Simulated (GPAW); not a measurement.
# Screening of a field by a 7-layer slab of Cr(110)

Wanted: the out-of-plane polarisability of a 7-layer slab of Cr(110).

Method: GPAW, PAW setups; slab in vacuum, relaxation, in the first sound run; inputs show where later runs differ, in GPAW 26.7.0.

This is a report of a sequence of runs, with most program output left out.

## (1) The starting structure

The cell holds 7 atoms: 7 Cr. Cell: a = 2.494 Å, b = 2.494 Å, c = 28.219 Å, α = 90.0°, β = 90.0°, γ = 70.5°. Vacuum lies along c.

As a file:

```
Cr
1.0
     2.03647   -1.44000    0.00000
     2.03647    1.44000    0.00000
     0.00000    0.00000   28.21881
Cr
7
Direct
  0.00000 0.00000 0.28350
  0.50000 0.50000 0.35567
  0.00000 0.00000 0.42783
  0.50000 0.50000 0.50000
  0.00000 0.00000 0.57217
  0.50000 0.50000 0.64433
  0.00000 0.00000 0.71650
```

## (2) Relaxing the atoms

The atoms are relaxed first, since the surface dipole, and with it the work function, follows the positions of the outer layers. The lowest 3 atoms are held at bulk positions and keep their forces.

run.py reads:

```python
import json
import numpy as np
from ase import Atoms
from ase.constraints import FixAtoms
from ase.optimize import BFGS
from gpaw import GPAW, PW

slab = Atoms(
    ['Cr', 'Cr', 'Cr', 'Cr', 'Cr', 'Cr', 'Cr'],
    positions=[
        [0.00000, 0.00000, 8.00000],
        [2.03647, 0.00000, 10.03647],
        [0.00000, 0.00000, 12.07294],
        [2.03647, 0.00000, 14.10940],
        [0.00000, 0.00000, 16.14587],
        [2.03647, 0.00000, 18.18234],
        [0.00000, 0.00000, 20.21881]],
    cell=[[2.03647, -1.44, 0.0], [2.03647, 1.44, 0.0], [0.0, 0.0, 28.21881]],
    pbc=[True, True, False])

slab.calc = GPAW(mode=PW(400), xc='PBE', kpts={'size': (13, 13, 1), 'gamma': True},
                 occupations={'name': 'fermi-dirac', 'width': 0.1}, nbands='160%',
                 convergence={'density': 1e-05}, maxiter=200,
                 poissonsolver={'dipolelayer': 'xy'},
                 symmetry={'tolerance': 1e-3, 'extra_ids': [1, 1, 1, 0, 0, 0, 0]}, txt='slab.txt')
result = {}
slab.set_constraint(FixAtoms([0, 1, 2]))
path = []
opt = BFGS(slab, maxstep=0.2)
opt.attach(lambda: path.append((slab.get_potential_energy(), slab.positions.tolist(), slab.get_forces().tolist())))
result['relaxed'] = bool(opt.run(fmax=0.03, steps=40))
result['path'] = path
energy = slab.get_potential_energy()
fermi = slab.calc.get_fermi_level()
v = slab.calc.get_electrostatic_potential().mean((0, 1)) - fermi
n = slab.calc.get_pseudo_density().mean((0, 1))
L = slab.cell[2, 2]
z = np.arange(len(v)) * L / len(v)
low, high = slab.positions[:, 2].min(), slab.positions[:, 2].max()
below, above = np.interp([low - 5.8, high + 5.8], z, v)
slopes = [np.interp(x, z, np.gradient(v, z)) for x in (low - 5.8, high + 5.8)]
eps = np.array([[slab.calc.get_eigenvalues(k, s) for k in range(len(slab.calc.get_ibz_k_points()))]
                for s in range(slab.calc.get_number_of_spins())]) - fermi
top, bottom = eps[eps < 0].max(), eps[eps > 0].min()
dipole = slab.get_dipole_moment()[2]
print(f'energy {energy:.4f} eV, Fermi level {fermi:.4f} eV, dipole {dipole:.5f} e A')
print(f'potential 5.8 A off the faces, from the Fermi level: lower {below:.4f} eV, upper {above:.4f} eV')
print(f'slope of the potential there: lower {slopes[0]:.5f}, upper {slopes[1]:.5f} eV/A')
print(f'nearest levels on the mesh: {top:.4f} and {bottom:.4f} eV')
print('magnetic moment', round(slab.get_magnetic_moment(), 3))
result.update(energy=energy, fermi=fermi, dipole=dipole, below=below, above=above, slopes=slopes, edges=[top, bottom],
              z=z.tolist(), v=v.tolist(), n=n.tolist(), positions=slab.positions.tolist(),
              forces=slab.get_forces(apply_constraint=False).tolist(), moments=slab.get_magnetic_moments().tolist())
json.dump(result, open('result.json', 'w'))
```

Started as:

```console
OMP_NUM_THREADS=1 OPENBLAS_NUM_THREADS=1 python run.py
```

Wall time 65 min (1 thread of Arm Neoverse V2, shared host); peak memory 0.28 GiB.

This run has no spin polarisation, although Cr can carry a moment.

Step by step:

| step | energy less that of the first step (eV) | largest force (eV/Å) |
| --- | --- | --- |
| 1 | 0.0000 | 0.7394 |
| 2 | -0.0103 | 0.6754 |
| 3 | -0.0470 | 0.3572 |
| 4 | -0.0487 | 0.2619 |
| 5 | -0.0522 | 0.1950 |
| 6 | -0.0572 | 0.1824 |
| 7 | -0.0606 | 0.2739 |
| 8 | -0.0634 | 0.2949 |
| 9 | -0.0660 | 0.2588 |
| 10 | -0.0703 | 0.1741 |
| 11 | -0.0740 | 0.2690 |
| 12 | -0.0766 | 0.3001 |
| 13 | -0.0786 | 0.2476 |
| 14 | -0.0805 | 0.1325 |
| 15 | -0.0817 | 0.0574 |
| 16 | -0.0822 | 0.0167 |

The atoms that moved most (Å):

| atom | dx | dy | dz | length |
| --- | --- | --- | --- | --- |
| Cr7 | 0.000 | 0.000 | -0.272 | 0.272 |
| Cr6 | 0.000 | 0.000 | -0.127 | 0.127 |
| Cr5 | 0.000 | 0.000 | -0.099 | 0.099 |
| Cr4 | 0.000 | 0.000 | -0.053 | 0.053 |

Numbers from this step:

```
dipole along the normal                    : 0.005464 e·Å
levels nearest the Fermi level on the mesh : -0.02094, 0.001925 eV from the Fermi level
upper work function                        : 4.705 eV
lower work function                        : 4.842 eV
```

The electrostatic potential energy of an electron (without an applied field's), less the Fermi level, planar mean oscillates, so the rows of the table below give means over windows of 1.99 Å about each position, cut where the curve ends. Its maxima inside the range that stand out by 2 % of the span (Å: eV): 9.0: -1.85, 11.1: -1.93, 13.1: -2.38, 15.1: -2.29, 17.0: -2.22, 19.0: -3.34. Its minima: 8.0: -21.8, 10.0: -22.4, 12.1: -22.1, 14.0: -22.1, 16.1: -22.1, 18.1: -22.4, 20.0: -22.0.

Table of electrostatic potential energy of an electron (without an applied field's), less the Fermi level, planar mean by z; means over each step:

z (Å), electrostatic potential energy of an electron (without an applied field's), less the Fermi level, planar mean (eV) and a bar from the least value:
```
     0.99        4.8 ##############################
     2.98        4.8 ##############################
     4.97        4.8 ##############################
     6.96       -3.3 ################
     8.95      -10.5 ###
    10.94      -10.6 ###
    12.93      -11.2 ##
    14.92      -11.1 ##
    16.91      -11.0 ##
    18.90      -12.3 
    20.89       -4.5 ##############
    22.88        4.6 ##############################
    24.87        4.7 ##############################
    26.86        4.7 ##############################
```

The pseudo valence density, planar mean oscillates, so the rows of the table below give means over windows of 1.99 Å about each position, cut where the curve ends. Its maxima inside the range that stand out by 2 % of the span (Å: e/Å³): 7.9: 0.791, 10.0: 0.780, 12.1: 0.774, 14.0: 0.776, 16.1: 0.776, 18.0: 0.765, 19.9: 0.771. Its minima: 9.0: 0.317, 11.1: 0.315, 13.2: 0.343, 15.1: 0.332, 17.1: 0.330, 19.0: 0.375.

Pseudo valence density, planar mean against z; means over each step:

| z (Å) | pseudo valence density, planar mean (e/Å³) |
| --- | --- |
| 2.98 | 2.4e-5 |
| 4.97 | 0.00295 |
| 6.96 | 0.239 |
| 8.95 | 0.497 |
| 10.94 | 0.496 |
| 12.93 | 0.517 |
| 14.92 | 0.513 |
| 16.91 | 0.509 |
| 18.90 | 0.548 |
| 20.89 | 0.272 |
| 22.88 | 0.00354 |
| 24.87 | 2.9e-5 |

The relaxation lowered the energy of the cell by 0.0822 eV (energies extrapolated to zero smearing; the optimiser's log prints free energies). The largest force left on a free atom is 0.017 eV/Å.

## (3) The slab's potential

With the geometry fixed, the planar mean of the potential gives the vacuum level on each side.

This step: GPAW, PAW setups; slab in vacuum (GPAW 26.7.0).

run.py, as its differences from that of step 2:

```diff
@@ -3,4 +3,2 @@
 from ase import Atoms
-from ase.constraints import FixAtoms
-from ase.optimize import BFGS
 from gpaw import GPAW, PW
@@ -11,8 +9,8 @@
         [0.00000, 0.00000, 8.00000],
-        [2.03647, 0.00000, 10.03647],
+        [2.03647, -0.00000, 10.03647],
         [0.00000, 0.00000, 12.07294],
-        [2.03647, 0.00000, 14.10940],
-        [0.00000, 0.00000, 16.14587],
-        [2.03647, 0.00000, 18.18234],
-        [0.00000, 0.00000, 20.21881]],
+        [2.03647, -0.00000, 14.05595],
+        [-0.00000, -0.00000, 16.04717],
+        [2.03647, -0.00000, 18.05578],
+        [-0.00000, 0.00000, 19.94654]],
     cell=[[2.03647, -1.44, 0.0], [2.03647, 1.44, 0.0], [0.0, 0.0, 28.21881]],
@@ -24,10 +22,4 @@
                  poissonsolver={'dipolelayer': 'xy'},
-                 symmetry={'tolerance': 1e-3, 'extra_ids': [1, 1, 1, 0, 0, 0, 0]}, txt='slab.txt')
+                 symmetry={'tolerance': 1e-3}, txt='slab.txt')
 result = {}
-slab.set_constraint(FixAtoms([0, 1, 2]))
-path = []
-opt = BFGS(slab, maxstep=0.2)
-opt.attach(lambda: path.append((slab.get_potential_energy(), slab.positions.tolist(), slab.get_forces().tolist())))
-result['relaxed'] = bool(opt.run(fmax=0.03, steps=40))
-result['path'] = path
 energy = slab.get_potential_energy()
```

Run time: 5.4 min. Hardware: 1 thread; peak memory 0.27 GiB.

Numbers from this step:

```yaml
dipole_along_the_normal: 0.005547 e·Å
levels_nearest_the_fermi_level_on_the_mesh: -0.02092, 0.001914 eV from the Fermi level
```

The electrostatic potential energy of an electron (without an applied field's), less the Fermi level, planar mean oscillates, so the rows of the table below give means over windows of 1.99 Å about each position, cut where the curve ends. Its maxima inside the range that stand out by 2 % of the span (Å: eV): 9.0: -1.85, 11.1: -1.93, 13.1: -2.38, 15.1: -2.29, 17.0: -2.22, 19.0: -3.34. Its minima: 8.0: -21.8, 10.0: -22.4, 12.1: -22.1, 14.0: -22.1, 16.1: -22.1, 18.1: -22.4, 20.0: -22.0.

Table of electrostatic potential energy of an electron (without an applied field's), less the Fermi level, planar mean by z; means over each step:

| z (Å) | electrostatic potential energy of an electron (without an applied field's), less the Fermi level, planar mean (eV) |
| --- | --- |
| 0.99 | 4.84 |
| 2.98 | 4.84 |
| 4.97 | 4.75 |
| 6.96 | -3.28 |
| 8.95 | -10.5 |
| 10.94 | -10.6 |
| 12.93 | -11.2 |
| 14.92 | -11.1 |
| 16.91 | -11.0 |
| 18.90 | -12.3 |
| 20.89 | -4.49 |
| 22.88 | 4.60 |
| 24.87 | 4.70 |
| 26.86 | 4.71 |

The pseudo valence density, planar mean oscillates, so the rows of the table below give means over windows of 1.99 Å about each position, cut where the curve ends. Its maxima inside the range that stand out by 2 % of the span (Å: e/Å³): 7.9: 0.791, 10.0: 0.780, 12.1: 0.774, 14.0: 0.776, 16.1: 0.776, 18.0: 0.765, 19.9: 0.771. Its minima: 9.0: 0.317, 11.1: 0.315, 13.2: 0.343, 15.1: 0.332, 17.1: 0.330, 19.0: 0.375.

Pseudo valence density, planar mean against z; means over each step:

(Unchanged from step 2.)

Force by atom:

| atom | x (eV/Å) | y (eV/Å) | z (eV/Å) | size |
| --- | --- | --- | --- | --- |
| Cr1 | 0.000 | 0.000 | 0.739 | 0.739 |
| Cr2 | 0.000 | 0.000 | -0.478 | 0.478 |
| Cr3 | 0.000 | 0.000 | -0.265 | 0.265 |
| Cr4 | 0.000 | 0.000 | 0.006 | 0.006 |
| Cr5 | 0.000 | 0.000 | -0.001 | 0.001 |
| Cr6 | 0.000 | 0.000 | 0.016 | 0.016 |
| Cr7 | 0.000 | 0.000 | -0.017 | 0.017 |

The potential is flat to 4.3e-4 eV/Å where it is read, so the vacuum is wide enough.

## (4) In a field

A uniform field along the normal polarises the slab; the atoms stay fixed, so this is the electronic response alone.

run.py, as its differences from that of step 3:

```diff
@@ -4,2 +4,3 @@
 from gpaw import GPAW, PW
+from gpaw.external import ConstantElectricField
 
@@ -22,2 +23,3 @@
                  poissonsolver={'dipolelayer': 'xy'},
+                 external=ConstantElectricField(-0.2, [0, 0, 1]),
                  symmetry={'tolerance': 1e-3}, txt='slab.txt')
```

Wall time 15 min (1 thread); peak memory 0.41 GiB.

This step gave:

| Item | Value |
| --- | --- |
| dipole along the normal | -0.09812 e·Å |
| levels nearest the Fermi level on the mesh | -0.02094, 0.002460 eV from the Fermi level |
| potential below the slab, the applied field's own ramp left out | 3.237 eV from the Fermi level |
| potential above the slab, the applied field's own ramp left out | 6.264 eV from the Fermi level |

The electrostatic potential energy of an electron (without an applied field's), less the Fermi level, planar mean oscillates, so the rows of the table below give means over windows of 1.99 Å about each position, cut where the curve ends. Its maxima inside the range that stand out by 2 % of the span (Å: eV): 9.0: -2.88, 11.1: -2.53, 13.1: -2.59, 15.1: -2.11, 17.0: -1.63, 19.0: -2.36, 26.9: 6.27. Its minima: 8.0: -23.1, 10.0: -23.2, 12.1: -22.5, 14.0: -22.1, 16.1: -21.7, 18.1: -21.6, 20.0: -20.9.

Electrostatic potential energy of an electron (without an applied field's), less the Fermi level, planar mean against z; means over each step:

| z (Å) | electrostatic potential energy of an electron (without an applied field's), less the Fermi level, planar mean (eV) |
| --- | --- |
| 0.99 | 3.38 |
| 2.98 | 3.24 |
| 4.97 | 3.16 |
| 6.96 | -4.71 |
| 8.95 | -11.5 |
| 10.94 | -11.2 |
| 12.93 | -11.4 |
| 14.92 | -10.9 |
| 16.91 | -10.4 |
| 18.90 | -11.4 |
| 20.89 | -3.13 |
| 22.88 | 6.14 |
| 24.87 | 6.26 |
| 26.86 | 6.26 |

Force by atom:

| atom | x (eV/Å) | y (eV/Å) | z (eV/Å) | size |
| --- | --- | --- | --- | --- |
| Cr1 | 0.000 | 0.000 | 0.745 | 0.745 |
| Cr2 | 0.000 | 0.000 | -0.485 | 0.485 |
| Cr3 | 0.000 | 0.000 | -0.265 | 0.265 |
| Cr4 | 0.000 | 0.000 | 0.007 | 0.007 |
| Cr5 | 0.000 | 0.000 | 0.001 | 0.001 |
| Cr6 | 0.000 | 0.000 | 0.009 | 0.009 |
| Cr7 | 0.000 | 0.000 | -0.010 | 0.010 |

The dipole is now -0.0981 e Å, against 0.0055 in the run without a field.

## (5) In a field

run.py, as its differences from that of step 4:

```diff
@@ -23,3 +23,3 @@
                  poissonsolver={'dipolelayer': 'xy'},
-                 external=ConstantElectricField(-0.2, [0, 0, 1]),
+                 external=ConstantElectricField(-0.1, [0, 0, 1]),
                  symmetry={'tolerance': 1e-3}, txt='slab.txt')
```

The job ended after 11 min (1 thread; peak memory 0.42 GiB).

This step gave:

| Quantity | Value |
| --- | --- |
| dipole along the normal | -0.04682 e·Å |
| levels nearest the Fermi level on the mesh | -0.02100, 0.002174 eV from the Fermi level |
| potential below the slab, the applied field's own ramp left out | 4.039 eV from the Fermi level |
| potential above the slab, the applied field's own ramp left out | 5.483 eV from the Fermi level |

The electrostatic potential energy of an electron (without an applied field's), less the Fermi level, planar mean oscillates, so the rows of the table below give means over windows of 1.99 Å about each position, cut where the curve ends. Its maxima inside the range that stand out by 2 % of the span (Å: eV): 9.0: -2.36, 11.1: -2.23, 13.1: -2.48, 15.1: -2.20, 17.0: -1.93, 19.0: -2.85. Its minima: 8.0: -22.5, 10.0: -22.8, 12.1: -22.3, 14.0: -22.1, 16.1: -21.9, 18.1: -22.0, 20.0: -21.4.

The electrostatic potential energy of an electron (without an applied field's), less the Fermi level, planar mean by z; means over each step:

| z (Å) | electrostatic potential energy of an electron (without an applied field's), less the Fermi level, planar mean (eV) |
| --- | --- |
| 0.99 | 4.11 |
| 2.98 | 4.04 |
| 4.97 | 3.95 |
| 6.96 | -4.00 |
| 8.95 | -11.0 |
| 10.94 | -10.9 |
| 12.93 | -11.3 |
| 14.92 | -11.0 |
| 16.91 | -10.7 |
| 18.90 | -11.8 |
| 20.89 | -3.81 |
| 22.88 | 5.37 |
| 24.87 | 5.48 |
| 26.86 | 5.48 |

Force by atom:

| atom | x (eV/Å) | y (eV/Å) | z (eV/Å) | size |
| --- | --- | --- | --- | --- |
| Cr1 | 0.000 | 0.000 | 0.741 | 0.741 |
| Cr2 | 0.000 | 0.000 | -0.482 | 0.482 |
| Cr3 | 0.000 | 0.000 | -0.265 | 0.265 |
| Cr4 | 0.000 | 0.000 | 0.007 | 0.007 |
| Cr5 | 0.000 | 0.000 | 0.000 | 0.000 |
| Cr6 | 0.000 | 0.000 | 0.013 | 0.013 |
| Cr7 | 0.000 | 0.000 | -0.014 | 0.014 |

The dipole is now -0.0468 e Å, against 0.0055 in the run without a field.

## (6) Field on

run.py, as its differences from that of step 5:

```diff
@@ -23,3 +23,3 @@
                  poissonsolver={'dipolelayer': 'xy'},
-                 external=ConstantElectricField(-0.1, [0, 0, 1]),
+                 external=ConstantElectricField(-0.05, [0, 0, 1]),
                  symmetry={'tolerance': 1e-3}, txt='slab.txt')
```

The job ended after 23 min (1 thread; peak memory 0.43 GiB).

## (7) In a field

run.py, as its differences from that of step 6:

```diff
@@ -23,3 +23,3 @@
                  poissonsolver={'dipolelayer': 'xy'},
-                 external=ConstantElectricField(-0.05, [0, 0, 1]),
+                 external=ConstantElectricField(0.05, [0, 0, 1]),
                  symmetry={'tolerance': 1e-3}, txt='slab.txt')
```

The job ended after 16 min (1 thread; peak memory 0.42 GiB).

The electrostatic potential energy of an electron (without an applied field's), less the Fermi level, planar mean oscillates, so the rows of the table below give means over windows of 1.99 Å about each position, cut where the curve ends. Its maxima inside the range that stand out by 2 % of the span (Å: eV): 9.0: -1.59, 11.1: -1.77, 13.1: -2.32, 15.1: -2.34, 17.0: -2.37, 19.0: -3.59. Its minima: 8.0: -21.5, 10.0: -22.2, 12.1: -22.0, 14.0: -22.1, 16.1: -22.2, 18.1: -22.6, 20.0: -22.3.

Electrostatic potential energy of an electron (without an applied field's), less the Fermi level, planar mean against z; means over each step:

| z (Å) | electrostatic potential energy of an electron (without an applied field's), less the Fermi level, planar mean (eV) |
| --- | --- |
| 0.99 | 5.20 |
| 2.98 | 5.24 |
| 4.97 | 5.15 |
| 6.96 | -2.93 |
| 8.95 | -10.2 |
| 10.94 | -10.4 |
| 12.93 | -11.2 |
| 14.92 | -11.1 |
| 16.91 | -11.1 |
| 18.90 | -12.6 |
| 20.89 | -4.82 |
| 22.88 | 4.21 |
| 24.87 | 4.32 |
| 26.86 | 4.32 |

(Continued in part 2 of 2.)

[Logs are printed without paths, hosts, clocks, repeated set-up lines and the standing remarks that a program may print on its own settings, such as how far it seeks lower states.]

[Hosts, paths, dates, database ids (printed as entryN), source tags and the programs' standing remarks are cut or masked in the printed files.]
